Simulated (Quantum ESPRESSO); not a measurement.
**Osmium (P6_3/mmc): phonons by linear response**

How does Osmium (P6_3/mmc) vibrate, and is this structure a minimum?

Method: DFT PBE, scalar-relativistic, plane waves, GBRV ultrasoft pseudopotentials, in Quantum ESPRESSO 7.5.

## 1. Set-up

It takes space group P6_3/mmc (No. 194, hexagonal). The conventional cell has a = 2.734 Å, b = 2.734 Å, c = 4.320 Å, α = 90.00°, β = 90.00°, γ = 120.00°. Nearest to Os lie 12 Os at 2.68 to 2.73 Å.

As a file:

```
Os
1.0
     2.73410    0.00000    0.00000
    -1.36705    2.36780    0.00000
     0.00000    0.00000    4.31970
Os
2
Direct
  0.33333 0.66667 0.25000
  0.66667 0.33333 0.75000
```

## 2. A probe with smearing

Before anything dear is run, a loose run with smearing shows whether this is a metal and how far the cell is from rest.

probe.in

```
 &control
    calculation='scf',
    prefix='x',
    outdir='./tmp',
    pseudo_dir='./pseudo',
    tprnfor=.true.,
    tstress=.true.,
    verbosity='high',
 /
 &system
    ibrav=4,
    celldm(1)=5.1667002,
    celldm(3)=1.5799349,
    nat=2,
    ntyp=1,
    ecutwfc=40.0,
    ecutrho=240.0,
    occupations='smearing',
    smearing='gaussian',
    degauss=0.01,
 /
 &electrons
    conv_thr=1.0d-07,
    mixing_beta=0.7,
    electron_maxstep=100,
 /
ATOMIC_SPECIES
 Os    190.2300  Os.upf
ATOMIC_POSITIONS crystal
 Os     0.333333330   0.666666670   0.250000000
 Os     0.666666670   0.333333330   0.750000000
K_POINTS automatic
 9 9 4 0 0 0
```

The run is started by

```
$ OMP_NUM_THREADS=1 mpirun -n 4 pw.x -nk 4 -in probe.in > probe.out
```

Output:

```text
[banners, grids, parts of the stress and lines that vanish by symmetry left out]
Program PWSCF v.7.5
     bravais-lattice index     =            4
     lattice parameter (alat)  =       5.1667  a.u.
[...]
kinetic-energy cutoff     =      40.0000  Ry
     charge density cutoff     =     240.0000  Ry
     scf convergence threshold =      1.0E-07
[...]
Exchange-correlation= SLA  PW   PBE  PBE
                           (   1   4   3   4   0   0   0)
[...]
24 Sym. Ops., with inversion, found (12 have fractional translation)
[...]
(     0          1          0      )
                  (     0          0          1      )
[...]
(  0.0000000  1.0000000  0.0000000 )
                  (  0.0000000  0.0000000  1.0000000 )
[...]
(     0         -1          0      )       (  0.0000000 )
[...]
(  0.0000000  0.0000000  1.0000000 )
[...]
(    -1          0          0      )
                  (     0          0          1      )
[...]
( -0.8660254 -0.5000000  0.0000000 )
                  (  0.0000000  0.0000000  1.0000000 )
[...]
number of k points=    36  Gaussian smearing, width (Ry)=  0.0100
[...]
End of self-consistent calculation
[...]
the Fermi energy is    26.5615 ev
!    total energy              =    -397.15964846 Ry
[...]
convergence has been achieved in   6 iterations
[...]
atom    1 type  1   force =     0.00000000    0.00000000    0.00000000
     atom    2 type  1   force =    -0.00000000   -0.00000000    0.00000000
[...]
Total force =     0.000000     Total SCF correction =     0.000000
[...]
total   stress  (Ry/bohr**3)                   (kbar)     P=       83.91
[...]
XML data file, charge density, pseudopotentials, collected wavefunctions

   JOB DONE.
```

Wall time 3.8 s (4 MPI ranks of Arm Neoverse V1, shared host).

Read from the output:

```
volume per atom   : 13.98 Å³
pressure          : 8.391 GPa
gap on the k-mesh : 0 eV
```

No gap opens on this mesh, so smearing is kept; the start stands at 8.4 GPa.

## 3. Relaxation

The relaxation runs at a cutoff a fifth above that of the response, since stress converges more slowly with the basis than frequencies do. Forces and stress are brought to rest with tight thresholds.

relax.in

```
 &control
    calculation='vc-relax',
    prefix='x',
    outdir='./tmp',
    pseudo_dir='./pseudo',
    tprnfor=.true.,
    tstress=.true.,
    forc_conv_thr=2.0d-05,
    etot_conv_thr=1.0d-07,
    nstep=40,
 /
 &system
    ibrav=4,
    celldm(1)=5.1667002,
    celldm(3)=1.5799349,
    nat=2,
    ntyp=1,
    ecutwfc=48,
    ecutrho=288.0,
    occupations='smearing',
    smearing='mv',
    degauss=0.02,
 /
 &electrons
    conv_thr=1.0d-11,
    mixing_beta=0.7,
    electron_maxstep=100,
 /
 &ions
 /
 &cell
    press_conv_thr=0.2,
 /
ATOMIC_SPECIES
 Os    190.2300  Os.upf
ATOMIC_POSITIONS crystal
 Os     0.333333330   0.666666670   0.250000000
 Os     0.666666670   0.333333330   0.750000000
K_POINTS automatic
 15 15 8 0 0 0
```

The run is started by

```
$ OMP_NUM_THREADS=1 mpirun -n 4 pw.x -nk 4 -in relax.in > relax.out
```

Output:

```text
[banners, grids, parts of the stress and lines that vanish by symmetry left out]
[banner, memory and clock lines left out]
Program PWSCF v.7.5

[...]
kinetic-energy cutoff     =      48.0000  Ry
     charge density cutoff     =     288.0000  Ry
     scf convergence threshold =      1.0E-11
[...]
energy convergence thresh.=      1.0E-07
     force convergence thresh. =      2.0E-05
     press convergence thresh. =      2.0E-01
     Exchange-correlation= SLA  PW   PBE  PBE
                           (   1   4   3   4   0   0   0)
[...]
24 Sym. Ops., with inversion, found (12 have fractional translation)
[...]
number of k points=   135  Marzari-Vanderbilt smearing, width (Ry)=  0.0200
[...]
End of self-consistent calculation
[...]
the Fermi energy is    26.4333 ev
!    total energy              =    -397.15892956 Ry
[...]
convergence has been achieved in  10 iterations
[...]
atom    1 type  1   force =     0.00000000    0.00000000    0.00000000
     atom    2 type  1   force =     0.00000000   -0.00000000    0.00000000
     Total force =     0.000000     Total SCF correction =     0.000000
[...]
total   stress  (Ry/bohr**3)                   (kbar)     P=       80.72
[...]
number of bfgs steps    =   0
[...]
CELL_PARAMETERS (alat=  5.16670020)
[...]
ATOMIC_POSITIONS (crystal)
Os               0.3333333300        0.6666666700        0.2500000000
Os               0.6666666700        0.3333333300        0.7500000000
[...]
New effective cutoffs (rho, wfc):  278.99   46.73
[...]
End of self-consistent calculation
[...]
the Fermi energy is    25.1649 ev
!    total energy              =    -397.15871003 Ry
[...]
convergence has been achieved in   5 iterations
[...]
atom    1 type  1   force =    -0.00000000    0.00000000   -0.00000000
     atom    2 type  1   force =     0.00000000   -0.00000000    0.00000000
     Total force =     0.000000     Total SCF correction =     0.000000
[...]
total   stress  (Ry/bohr**3)                   (kbar)     P=      -82.35
[...]
number of bfgs steps    =   1
[...]
CELL_PARAMETERS (alat=  5.16670020)
[...]
ATOMIC_POSITIONS (crystal)
Os               0.3333333300        0.6666666700        0.2500000000
Os               0.6666666700        0.3333333300        0.7500000000
[...]
New effective cutoffs (rho, wfc):  283.10   47.39
[...]
End of self-consistent calculation
[...]
the Fermi energy is    25.8221 ev
!    total energy              =    -397.15991570 Ry
[...]
convergence has been achieved in   6 iterations
[...]
atom    1 type  1   force =     0.00000000   -0.00000000   -0.00000000
     atom    2 type  1   force =    -0.00000000    0.00000000    0.00000000
     Total force =     0.000000     Total SCF correction =     0.000000
[...]
total   stress  (Ry/bohr**3)                   (kbar)     P=       -1.14
[...]
number of bfgs steps    =   1
[...]
CELL_PARAMETERS (alat=  5.16670020)
[...]
ATOMIC_POSITIONS (crystal)
[...]
New effective cutoffs (rho, wfc):  283.35   47.40
[...]
End of self-consistent calculation
[...]
the Fermi energy is    25.8298 ev
!    total energy              =    -397.15991691 Ry
[...]
convergence has been achieved in   5 iterations
[...]
atom    1 type  1   force =    -0.00000000   -0.00000000   -0.00000000
     atom    2 type  1   force =     0.00000000    0.00000000    0.00000000
     Total force =     0.000000     Total SCF correction =     0.000000
[...]
total   stress  (Ry/bohr**3)                   (kbar)     P=       -0.03
[...]
number of bfgs steps    =   2
[...]
small trust_radius: resetting bfgs history
[...]
CELL_PARAMETERS (alat=  5.16670020)
[...]
ATOMIC_POSITIONS (crystal)
[...]
New effective cutoffs (rho, wfc):  283.36   47.41
[...]
End of self-consistent calculation
[...]
the Fermi energy is    25.8303 ev
!    total energy              =    -397.15991691 Ry
[...]
convergence has been achieved in   4 iterations
[...]
atom    1 type  1   force =     0.00000000   -0.00000000   -0.00000000
     atom    2 type  1   force =    -0.00000000    0.00000000    0.00000000
     Total force =     0.000000     Total SCF correction =     0.000000
[...]
total   stress  (Ry/bohr**3)                   (kbar)     P=        0.04
[...]
bfgs converged in   5 scf cycles and   3 bfgs steps
[...]
End of BFGS Geometry Optimization
     Final enthalpy           =    -397.1599169067 Ry
     File ./tmp/x.bfgs deleted, as requested
[...]
CELL_PARAMETERS (alat=  5.16670020)
[...]
ATOMIC_POSITIONS (crystal)
Os               0.3333333300        0.6666666700        0.2500000000
Os               0.6666666700        0.3333333300        0.7500000000
[...]
Final scf calculation at the relaxed structure.
[...]
kinetic-energy cutoff     =      48.0000  Ry
     charge density cutoff     =     288.0000  Ry
     scf convergence threshold =      1.0E-13
[...]
press convergence thresh. =      2.0E-01
     Exchange-correlation= SLA  PW   PBE  PBE
                           (   1   4   3   4   0   0   0)
[...]
24 Sym. Ops., with inversion, found (12 have fractional translation)
[...]
number of k points=   135  Marzari-Vanderbilt smearing, width (Ry)=  0.0200
[...]
End of self-consistent calculation
[...]
the Fermi energy is    25.8303 ev
!    total energy              =    -397.15998511 Ry
[...]
convergence has been achieved in  10 iterations
[...]
atom    1 type  1   force =    -0.00000000   -0.00000000   -0.00000000
     atom    2 type  1   force =    -0.00000000   -0.00000000   -0.00000000
     Total force =     0.000000     Total SCF correction =     0.000000
[...]
total   stress  (Ry/bohr**3)                   (kbar)     P=        0.03
[...]
XML data file, charge density, pseudopotentials, collected wavefunctions
```

The job ended after 76 s (4 MPI ranks; 5 min of CPU time).

Step by step:

| step | energy less that of the first step (eV) | largest force (eV/Å) | pressure (GPa) | volume (Å³) |
| --- | --- | --- | --- | --- |
| 1 | 0.0000 | 0.0000 | 8.07 | 27.96 |
| 2 | 0.0030 | 0.0000 | -8.23 | 29.13 |
| 3 | -0.0134 | 0.0000 | -0.11 | 28.52 |
| 4 | -0.0134 | 0.0000 | 0.00 | 28.51 |
| 5 | -0.0134 | 0.0000 | 0.00 | 28.51 |
| 6 | -0.0144 | 0.0000 | 0.00 | 28.51 |

| conventional cell, symmetrised | before | after | change |
| --- | --- | --- | --- |
| a (Å) | 2.734 | 2.752 | +0.7 % |
| b (Å) | 2.734 | 2.752 | +0.7 % |
| c (Å) | 4.320 | 4.347 | +0.6 % |
| volume (Å³/atom) | 13.98 | 14.25 | +1.9 % |

The relaxed structure:

```xyz
2
Lattice="2.7520 0.0000 0.0000 -1.3760 2.3833 0.0000 0.0000 0.0000 4.3466" Properties=species:S:1:pos:R:3 pbc="T T T"
Os    0.0000    1.5889    1.0866
Os    1.3760    0.7944    3.2599
```

The last row of the table of steps is pw.x's closing run on a basis chosen anew for the final cell, so its energy can jump.

Read from the output:

* volume per atom: 14.25 Å³
* pressure: 0.003667 GPa

The volume changes by +1.9 % from the cell with which this run began.

## 4. Self-consistent run for the response

The response is built on this ground state, so it is converged far tighter than an energy would need. Smearing stays on, as the first look found no gap above 0.3 eV.

scf.in

```
 &control
    calculation='scf',
    prefix='x',
    outdir='./tmp',
    pseudo_dir='./pseudo',
    tprnfor=.true.,
    tstress=.true.,
 /
 &system
    ibrav=4,
    celldm(1)=5.20051429,
    celldm(3)=1.57941993,
    nat=2,
    ntyp=1,
    ecutwfc=40.0,
    ecutrho=240.0,
    occupations='smearing',
    smearing='mv',
    degauss=0.02,
 /
 &electrons
    conv_thr=1.0d-12,
    mixing_beta=0.7,
    electron_maxstep=100,
 /
ATOMIC_SPECIES
 Os    190.2300  Os.upf
ATOMIC_POSITIONS crystal
 Os     0.333333333   0.666666667   0.250000000
 Os     0.666666667   0.333333333   0.750000000
K_POINTS automatic
 15 15 8 0 0 0
```

The run is started by

```
$ OMP_NUM_THREADS=1 mpirun -n 4 pw.x -nk 4 -in scf.in > scf.out
```

Output:

```text
[banners, grids, parts of the stress and lines that vanish by symmetry left out]
[banner, memory and clock lines left out]
Program PWSCF v.7.5

[...]
kinetic-energy cutoff     =      40.0000  Ry
     charge density cutoff     =     240.0000  Ry
     scf convergence threshold =      1.0E-12
[...]
Exchange-correlation= SLA  PW   PBE  PBE
                           (   1   4   3   4   0   0   0)
[...]
24 Sym. Ops., with inversion, found (12 have fractional translation)
[...]
number of k points=   135  Marzari-Vanderbilt smearing, width (Ry)=  0.0200
[...]
End of self-consistent calculation
[...]
the Fermi energy is    25.8301 ev
!    total energy              =    -397.15938790 Ry
[...]
convergence has been achieved in  10 iterations
[...]
atom    1 type  1   force =     0.00000000    0.00000000    0.00000000
     atom    2 type  1   force =    -0.00000000   -0.00000000    0.00000000
     Total force =     0.000000     Total SCF correction =     0.000000
[...]
total   stress  (Ry/bohr**3)                   (kbar)     P=        2.70
[...]
XML data file, charge density, pseudopotentials, collected wavefunctions
```

Elapsed: 14 s, on 4 MPI ranks; 55 s of CPU time.

Read from the output:

```yaml
pressure: 0.2693 GPa
```

The cell stands at 0.27 GPa, close enough for stiff modes, while soft ones can move.

## 5. Levels on a dense mesh

The coupling is a sum over pairs of states at the Fermi level and needs a much denser mesh than the density does.

scf_fit.in, as its differences from scf.in of step 4:

```diff
@@ -19,5 +19,6 @@
     degauss=0.02,
+    la2F=.true.,
  /
  &electrons
-    conv_thr=1.0d-12,
+    conv_thr=1.0d-10,
     mixing_beta=0.7,
@@ -31,2 +32,2 @@
 K_POINTS automatic
- 15 15 8 0 0 0
+ 30 30 16 0 0 0
```

The run is started by

```
$ OMP_NUM_THREADS=1 mpirun -n 4 pw.x -nk 4 -in scf_fit.in > scf_fit.out
```

Output:

```text
[banners, grids, parts of the stress and lines that vanish by symmetry left out]
[banner, memory and clock lines left out]
Program PWSCF v.7.5

[...]
kinetic-energy cutoff     =      40.0000  Ry
     charge density cutoff     =     240.0000  Ry
     scf convergence threshold =      1.0E-10
[...]
Exchange-correlation= SLA  PW   PBE  PBE
                           (   1   4   3   4   0   0   0)
[...]
24 Sym. Ops., with inversion, found (12 have fractional translation)
[...]
number of k points=   819  Marzari-Vanderbilt smearing, width (Ry)=  0.0200
[...]
End of self-consistent calculation
[...]
the Fermi energy is    25.8387 ev
!    total energy              =    -397.15917207 Ry
[...]
convergence has been achieved in   8 iterations
[...]
atom    1 type  1   force =    -0.00000000   -0.00000000    0.00000000
     atom    2 type  1   force =     0.00000000    0.00000000    0.00000000
     Total force =     0.000000     Total SCF correction =     0.000000
[...]
total   stress  (Ry/bohr**3)                   (kbar)     P=        2.56
[...]
XML data file, charge density, pseudopotentials, collected wavefunctions
```

Run time: 62 s. Hardware: 4 MPI ranks; 4.1 min of CPU time.

This step gave:

| Quantity | Value |
| --- | --- |
| pressure | 0.2560 GPa |

## 6. Self-consistent run for the response

The run on the dense mesh left its levels for the electron-phonon sums; ph.x needs the ground state on the coarse mesh, so pw.x runs once more in the same folder.

scf.in is that of step 4.

The run is started by

```
$ OMP_NUM_THREADS=1 mpirun -n 4 pw.x -nk 4 -in scf.in > scf.out
```

Output:

```text
[banners, grids, parts of the stress and lines that vanish by symmetry left out]
[banner, memory and clock lines left out]
Program PWSCF v.7.5

[...]
kinetic-energy cutoff     =      40.0000  Ry
     charge density cutoff     =     240.0000  Ry
     scf convergence threshold =      1.0E-12
[...]
Exchange-correlation= SLA  PW   PBE  PBE
                           (   1   4   3   4   0   0   0)
[...]
24 Sym. Ops., with inversion, found (12 have fractional translation)
[...]
number of k points=   135  Marzari-Vanderbilt smearing, width (Ry)=  0.0200
[...]
End of self-consistent calculation
[...]
the Fermi energy is    25.8301 ev
!    total energy              =    -397.15938790 Ry
[...]
convergence has been achieved in  10 iterations
[...]
atom    1 type  1   force =     0.00000000    0.00000000    0.00000000
     atom    2 type  1   force =    -0.00000000   -0.00000000    0.00000000
     Total force =     0.000000     Total SCF correction =     0.000000
[...]
total   stress  (Ry/bohr**3)                   (kbar)     P=        2.70
[...]
XML data file, charge density, pseudopotentials, collected wavefunctions
```

Elapsed: 14 s, on 4 MPI ranks; 55 s of CPU time.

Read from the output:

```yaml
pressure: 0.2693 GPa
```

[end of part 1 of 3]

[Host names and launcher messages were left out of these logs when they were recorded.]

[Logs are printed without paths, hosts, clocks, repeated set-up lines and the standing remarks that a program may print on its own settings, such as how far it seeks lower states.]

[Hosts, paths, dates, database ids (printed as entryN), source tags and the programs' standing remarks are cut or masked in the printed files.]
